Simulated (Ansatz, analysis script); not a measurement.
# NiO: spin spirals and exchange, part 2 of 2

Aim: the energy of NiO as its moments wind into spirals of wavevector q.

Ansatz 0.2.0; PBE, PAW set soft_2.

So far. Step 6 (q = (0.125, 0.125, 0.25)): The energy of the cell lies 88.9 meV below that at q = 0, and the largest moment is 1.45 μB against 1.39 μB.

## 7. q = (0.375, 0, 0.375)

Level of this step: Ansatz DFT, spin spiral by the generalised Bloch theorem, no spin-orbit coupling; PBE, PAW default (Ansatz).

Contents of input.yaml:

```yaml
crystal:
  lattice:
    - [0.0, 2.0859016414, 2.0859016414]
    - [2.0859016414, 0.0, 2.0859016414]
    - [2.0859016414, 2.0859016414, 0.0]
  atoms:
    - { symbol: Ni, position: [0.0, 0.0, 0.0], spin: 1.39, spin_axis: [1.0, 0.0, 0.0] }
    - { symbol: O, position: [0.5, 0.5, 0.5] }
kpoints:
  mp_grid: { grid: [16, 16, 16] }
hamiltonian:
  xc: pbe
scf:
  occupations: { method: fermi_dirac, width: 0.05 }
  max_iter: 120
  convergence: { dr2_threshold: 1.0e-08 }
basis:
  ecutwfc: 420.0
magnetization:
  noncollinear: true
  spin_spiral: { q: [0.375, 0.0, 0.375] }
checkpoint:
  read: start
```

The run is started by

```
ansatz run input.yaml --threads 1 --pin off --max-ram 2560MiB --backend cpu --events-out ev --progress --plain --runs-dir out
```

Numbers of over 12 decimals in the logs are rounded to 6 here.

The log of the run:

```text
[...]
Crystal: 2 atoms, lattice volume = 18.151 Å³
Basis set: ecut = 420 eV, 339 PW (Γ)
Bands: 32, of which v1, the nominal top of the filled ones, is band 24 counted from 1 (23 counted from 0)
Symmetry: 8 space group operations
k-points: 349 of 4096
[...]
SCF iter  10: F=-6405.694326 eV  HF=-6405.694326 eV  |F-HF|=1.86e-10  |Δ(HF+E_count)|=   2.32e-9  Δρ=2.13e-6  dr2=4.81e-11  dr2_m=2.51e-10  ethr=4.17e-11  |M|=1.50e0 ∫|m|=1.64e0 μB  |m|>n=0.0e0 m-floor=0.0e0 τ_xc=7.0e-3 mc-row=0.0e0  ⟨swp⟩=3.0  Hψ=29405  notcnv=0
SCF 1 converged in 10 iterations: F = -6405.694326 eV  dr2 = 4.81e-11
[...]
SCF converged after 10 iterations
Magnetization: |M| = 1.4972 μB,  M = (+1.4972, -0.0000, +0.0000) μB
Absolute magnetization: 1.6396 μB (∫|m|, with the PAW one-centre terms)
  site 0: m = (+1.4204, -0.0000, +0.0000) μB, |m| = 1.4204 μB  (R = 0.86 Å)
  site 1: m = (+0.1194, -0.0000, +0.0000) μB, |m| = 0.1194 μB  (R = 0.86 Å)
Free energy (F): -6405.694326 eV
[...]
Internal energy: -6405.686203 eV  (E = F + TS)
E sigma→0 (E₀):  -6405.690265 eV
Entropy (-TS):   -0.008123 eV (-4.062 meV/atom)
Fermi energy:    14.582708 eV
[...]
```

The job ended after 90 s (1 thread of Arm Neoverse V1, shared host; peak memory 0.61 GiB).

The energy of the cell lies 22.7 meV below that at q = 0, and the largest moment is 1.42 μB against 1.39 μB.

## 8. q = (0.625, 0.25, 0.625)

input.yaml, as its differences from that of step 7:

```diff
@@ -20,3 +20,3 @@
   noncollinear: true
-  spin_spiral: { q: [0.375, 0.0, 0.375] }
+  spin_spiral: { q: [0.625, 0.25, 0.625] }
 checkpoint:
```

The log of the run:

```text
[...]
Crystal: 2 atoms, lattice volume = 18.151 Å³
Basis set: ecut = 420 eV, 339 PW (Γ)
Bands: 32, of which v1, the nominal top of the filled ones, is band 24 counted from 1 (23 counted from 0)
Symmetry: 2 space group operations
k-points: 1098 of 4096
[...]
SCF iter  10: F=-6405.736650 eV  HF=-6405.736650 eV  |F-HF|=2.73e-12  |Δ(HF+E_count)|=   1.98e-9  Δρ=1.14e-6  dr2=5.38e-11  dr2_m=6.75e-11  ethr=4.17e-11  |M|=1.39e0 ∫|m|=1.65e0 μB  |m|>n=0.0e0 m-floor=0.0e0 τ_xc=1.2e-2 mc-row=0.0e0  ⟨swp⟩=3.0  Hψ=92352  notcnv=0
SCF 1 converged in 10 iterations: F = -6405.736650 eV  dr2 = 5.38e-11
[...]
SCF converged after 10 iterations
Magnetization: |M| = 1.3908 μB,  M = (+1.3908, +0.0000, +0.0000) μB
Absolute magnetization: 1.6521 μB (∫|m|, with the PAW one-centre terms)
  site 0: m = (+1.4571, +0.0000, +0.0000) μB, |m| = 1.4571 μB  (R = 0.86 Å)
  site 1: m = (+0.0342, +0.0000, +0.0000) μB, |m| = 0.0342 μB  (R = 0.86 Å)
Free energy (F): -6405.736650 eV
[...]
Internal energy: -6405.731364 eV  (E = F + TS)
E sigma→0 (E₀):  -6405.734007 eV
Entropy (-TS):   -0.005286 eV (-2.643 meV/atom)
Fermi energy:    14.594916 eV
[...]
```

The job ended after 4.8 min (1 thread; peak memory 1.4 GiB).

The energy of the cell lies 65.1 meV below that at q = 0, and the largest moment is 1.46 μB against 1.39 μB.

The other 6 runs of this kind were made alike; their results stand in the table below.

## 9. Side runs that gave no result

| changed | outcome |
| --- | --- |
| magnetization | cut off at the time limit |

## 10. E(q)

```csv
q (reciprocal lattice),path length (1/Å),E(q) − E(0) (meV a magnetic atom),|m| Ni no. 1 (μB)
"(0, 0, 0)",0.000,0.00,1.39
"(0.125, 0, 0.125)",0.377,-43.92,1.43
"(0.25, 0, 0.25)",0.753,-88.82,1.41
"(0.375, 0, 0.375)",1.130,-22.74,1.42
"(0.5, 0, 0.5)",1.506,36.58,1.36
"(0.625, 0.25, 0.625)",2.039,-65.07,1.46
"(0.5, 0.25, 0.75)",2.571,-68.52,1.41
"(0.375, 0.375, 0.75)",3.104,-65.07,1.46
"(0.25, 0.25, 0.5)",3.636,-176.84,1.42
"(0.25, 0.25, 0.375)",3.962,-167.66,1.42
"(0.125, 0.125, 0.25)",4.288,-88.86,1.45
"(0, 0, 0)",4.821,0.00,1.39
```

## 11. A spin model

For rigid moments E(q) is a sum of cosines over neighbour shells, so a fit gives the couplings, and from them an ordering temperature.

E = −Σ J e·e over ordered pairs (each pair twice, J > 0 for parallel moments) is fitted to 10 points (copies by symmetry counted).

The fitted shells:

```
 pair  distance (Å)  neighbours a magnetic atom  J (meV)
Ni-Ni          2.95                          12    2.058
Ni-Ni         4.172                           6   -24.93
Ni-Ni         5.109                          24   -0.081
Ni-Ni           5.9                          12  -0.3412
Ni-Ni         6.596                          24   0.2294
```

Read from the output:

| Property | Result |
| --- | --- |
| r.m.s. miss of the fit | 1.365 meV |
| ordering temperature, mean field | 1126 K |
| wavevector of the mean-field order | 0, 0, 0.5 reciprocal lattice |

## 12. Summary of results

- lowest point of the path: q = (0.25, 0.25, 0.5), -177 meV a magnetic atom from q = 0
- highest point: 36.6 meV a magnetic atom
- J of the nearest shell: 2.06 meV
- mean-field temperature: 1126 K

The state at q = (0.25, 0.25, 0.5) lies 177 meV a magnetic atom below the ferromagnetic start, so that start is not the lowest state. The fitted couplings put a lower state at a point not run, q = (0, 0, 0.5) and about -271 meV, so the order is not settled by the path. The moments change by at most 5 % from their size at q = 0, so they are nearly rigid. The fit misses by 0.64 % of the energy range, so the shells describe the path well, though few points can't fix distant couplings. The temperatures are those of classical unit spins, and mean field runs high. The 11 spiral runs took 28 min of wall time, added up. Without a U, semilocal functionals delocalise the d or f electrons of such compounds, which shrinks moments, overestimates superexchange, narrows or closes the gap and can change the order. Energies are free energies at a smearing of 0.05 eV, and with partly filled levels differences shift, at times strongly, as the smearing goes to zero.

Comparison with the measured values:

| quantity | measured | PBE, PAW set soft_2, mean field on the fit |
| --- | --- | --- |
| ordering temperature (K) | 524 | 1126 (+114.8 %) |

Measured values from arxiv:cond-mat/0609101 (2006).

**Verdict.** The ordering temperature is off by +114.8 %: a clear miss. Mean-field temperatures run high for given couplings and spin length. No cell relaxation is part of this session.

[Logs and program files are shortened in this print: banners, set-up blocks, solver, clock and traceback lines can be left out without a mark of their own.]

[Logs are printed without paths, hosts, clocks, repeated set-up lines and the standing remarks that a program may print on its own settings, such as how far it seeks lower states.]

[Hosts, paths, dates, database ids (printed as entryN), source tags and the programs' standing remarks are cut or masked in the printed files.]
